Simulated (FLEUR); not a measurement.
# Magnetic state of Cobalt from several starts, part 3 of 3

A self-consistent run ends on one state, which hangs on the start. Several orders of Cobalt are started in FLEUR and their energies compared.

FLEUR MaX-R8.1; PBE; all-electron FLAPW, Dirac cores, scalar-relativistic bands.

So far, largest spin moment in the muffin-tin sphere (μB): step 2 (order 1, typed as ferro ++) 1.68; step 3 (run 2 (antiferro +-)) 1.04; step 4 (run 3 (antiferro q=(0,1/2,0) +-+-)) 1.22; step 5 (run 4 (antiferro q=(0,0,1/2) +-+-)) 1.54; step 6 (run 5 (antiferro q=(0,1/2,0) +--+)) 0.862.

## Step 7: Start 6: no spin polarisation

A spinless run gives the zero against which the gain from the moments is read.

The k list default-1 (kpts.xml, not shown) is a Γ-centred 14×14×8 mesh.

File inp.xml:

```
<?xml version="1.0" encoding="UTF-8" standalone="no"?>
<fleurInput fleurInputVersion="0.39">
   <comment>
      Co
   </comment>
   <calculationSetup>
      <cutoffs Kmax="3.6" Gmax="10.8" GmaxXC="10.8" numbands="0"/>
      <scfLoop itmax="90" minDistance="0.00002" maxIterBroyd="15" imix="Anderson" alpha="0.05" precondParam="0.0" spinf="2.0" sdNocoIR="T"/>
      <coreElectrons ctail="T" frcor="F" kcrel="0" coretail_lmax="0"/>
      <xcFunctional name="pbe" relativisticCorrections="F"/>
      <magnetism jspins="1"/>
      <soc l_soc="F" theta="0.0" phi="0.0" spav="F"/>
      <expertModes spex="0" secvar="F"/>
      <geometryOptimization l_f="F" forcealpha="1.0" forcemix="BFGS" epsdisp="0.00001" epsforce="0.00001"/>
      <ldaU l_linMix="F" mixParam="0.05" spinf="1.0"/>
   </calculationSetup>
   <cell>
      <bzIntegration valenceElectrons="34.0" mode="hist" fermiSmearingEnergy="0.00183747">
         <kPointListSelection listName="default-1"/>
         <xi:include xmlns:xi="http://www.w3.org/2001/XInclude" href="kpts.xml"> </xi:include>
      </bzIntegration>
      <xi:include xmlns:xi="http://www.w3.org/2001/XInclude" href="sym.xml"> </xi:include>
      <bulkLattice scale="1.0">
         <bravaisMatrix>
            <row-1>    4.7382992847653478     0.0000000000188973     0.0000000000000000</row-1>
            <row-2>   -2.3691496423921228     4.1034875513345304     0.0000000000000000</row-2>
            <row-3>    0.0000000000000000     0.0000000000000000     7.6909963545095392</row-3>
         </bravaisMatrix>
      </bulkLattice>
   </cell>
   <atomSpecies>
      <species name="Cobalt (Co)" element="Co" atomicNumber="27">
         <mtSphere radius="2.3" gridPoints="761" logIncrement="0.016"/>
         <atomicCutoffs lmax="8" lnonsphr="6"/>
         <electronConfig flipSpins="F">
            <coreConfig>(1s1/2) (2s1/2) (2p1/2) (2p3/2)</coreConfig>
            <valenceConfig>(3s1/2) (3p1/2) (3p3/2) (4s1/2) (3d3/2) (3d5/2)</valenceConfig>
            <stateOccupation state="(3d3/2)" spinUp="1.400000" spinDown="1.400000"/>
            <stateOccupation state="(3d5/2)" spinUp="2.100000" spinDown="2.100000"/>
         </electronConfig>
         <energyParameters s="4" p="4" d="3" f="4"/>
         <lo type="SCLO" l="0" n="3" eDeriv="0"/>
         <lo type="SCLO" l="1" n="3" eDeriv="0"/>
      </species>
   </atomSpecies>
   <atomGroups>
      <atomGroup species="Cobalt (Co)">
         <relPos label="                   1">1.000/3.000 -1.000/3.000 1.000/4.000</relPos>
         <relPos label="                   2">-1.000/3.000 1.000/3.000 -1.000/4.000</relPos>
         <force calculate="T" relaxXYZ="TTT"/>
      </atomGroup>
   </atomGroups>
   <output dos="F" band="F" slice="F">
      <bandDOS minEnergy="-.5*Htr" maxEnergy="0.5*Htr" sigma="0.015" storeEVData="T"/>
      <plotting iplot="0" polar="F">
         <plot TwoD="T" vec1="  1.0  0.0  0.0" vec2="  0.0  1.0  0.0" vec3="  0.0  0.0  1.0" zero="  0.0  0.0  0.0" file="plot"/>
      </plotting>
      <moessbauerParams electricFieldGradient="F" isomerShift="F" coreHyperfine="F" valenceHyperfine="F"/>
   </output>
</fleurInput>
```

File crystal.txt:

```
Co
&input film=F cartesian=F /
2.50739999997  0.00000000001  0.00000000000
-1.25369999999  2.17147209742  0.00000000000
0.00000000000  0.00000000000  4.06990000000
1.8897261246
1.0 1.0 1.0

2
27 0.33333333333  0.66666666667  0.25000000000
27 0.66666666667  0.33333333333  0.75000000000

&kpt div1=14 div2=14 div3=8 gamma=T /
```

Started as:

```sh
$ OMP_NUM_THREADS=1 inpgen -f crystal.txt > inpgen.log  # inp.xml is then edited as shown
$ OMP_NUM_THREADS=1 mpirun -n 4 fleur_MPI > fleur.log
```

The program printed:

```text
[banner, memory and clock lines left out]
Welcome to FLEUR        (www.flapw.de)
      MaX-Release 8.1          (www.max-centre.eu)

 ========== k-point set info ==========
 Selected k-point list: default-1
 k-point list type: mesh
 14 x 14 x 8
 Number of k points: 120

 [... set-up left out ...]
 Iteration:     1   Distance:       8.85373971 me/bohr^3
 Iteration:     2   Distance:       7.38301678 me/bohr^3
 Iteration:     3   Distance:       3.15848020 me/bohr^3
 Iteration:     4   Distance:       0.65033018 me/bohr^3
 Iteration:     5   Distance:       0.50986327 me/bohr^3
[...]
<FermiEnergy value="0.3424003988" units="Htr"/>
         [... left out ...]
         <totalEnergy value="    -2786.9324278417" units="Htr">
            <sumOfEigenvalues value="    -1604.8780017091">
               <coreElectrons value="-1575.3535350871"/>
               <valenceElectrons value="-29.5244666220"/>
            </sumOfEigenvalues>
         [... left out ...]
            <freeEnergy value="-2786.9343464820"/>
            <extrapolationTo0K value="-2786.9333871619"/>
         </totalEnergy>
         <densityConvergence units="me/bohr^3">
            <chargeDensity spin="1" distance="0.0000033276"/>
         </densityConvergence>
      </iteration>
```

Run time: 6.9 s. Hardware: 4 MPI ranks of Intel Xeon Platinum 8488C (Sapphire Rapids), shared host; peak memory 0.2 GiB.

Read from the output:

| Property | Result |
| --- | --- |
| free energy | -75836.3469 eV |
| program's band gap on this mesh (in a metal only a level spacing) | 0.008780 eV |
| final state | non-magnetic (no spin polarisation) |

It lies 243 meV a seeded atom over the first start.

## Step 8: Energies of the orders

Free energies are divided by the number of seeded atoms, so that cells of unlike size compare. Wavevectors q in the names are fractions of the primitive cell's reciprocal vectors.

Orders:

```csv
start,final state,typed order kept,energy over the lowest (meV a seeded atom),largest sphere moment (μB),net moment (μB a primitive cell),mesh matched,CPU time (s)
ferro ++,ferromagnetic,yes,0,1.675,3.222,yes,54.66
antiferro +-,antiferromagnetic,yes,229.8,1.041,0,yes,110.4
"antiferro q=(0,1/2,0) +-+-",antiferromagnetic,yes,199,1.219,0,yes,849.5
"antiferro q=(0,0,1/2) +-+-",antiferromagnetic,yes,119.4,1.54,0,yes,160.6
"antiferro q=(0,1/2,0) +--+",antiferromagnetic,yes,242.7,0.8616,0,yes,1914
no spin polarisation,non-magnetic,-,243.1,0,0,yes,26.51
```

## Step 9: Results

| Item | Value |
| --- | --- |
| lowest state found | ferromagnetic (typed ferro ++) |
| largest site spin moment | 1.68 μB |
| next finished state | antiferromagnetic, 119 meV a seeded atom higher |
| energy gained by spin polarisation | 243 meV a seeded atom |

In words: The lowest state found is ferromagnetic, reached from the start ferro ++, with moments up to 1.68 μB. The next finished state costs 119 meV a seeded atom. Only 6 starts were tried; other patterns of signs, canted and longer-period orders were not.

[Logs and program files are shortened in this print: banners, set-up blocks, solver, clock and traceback lines can be left out without a mark of their own.]

[Logs are printed without paths, hosts, clocks, repeated set-up lines and the standing remarks that a program may print on its own settings, such as how far it seeks lower states.]

[Hosts, paths, dates, database ids (printed as entryN), source tags and the programs' standing remarks are cut or masked in the printed files.]

[Where a cell is said to come from a database of computed structures, the database is the Materials Project.]
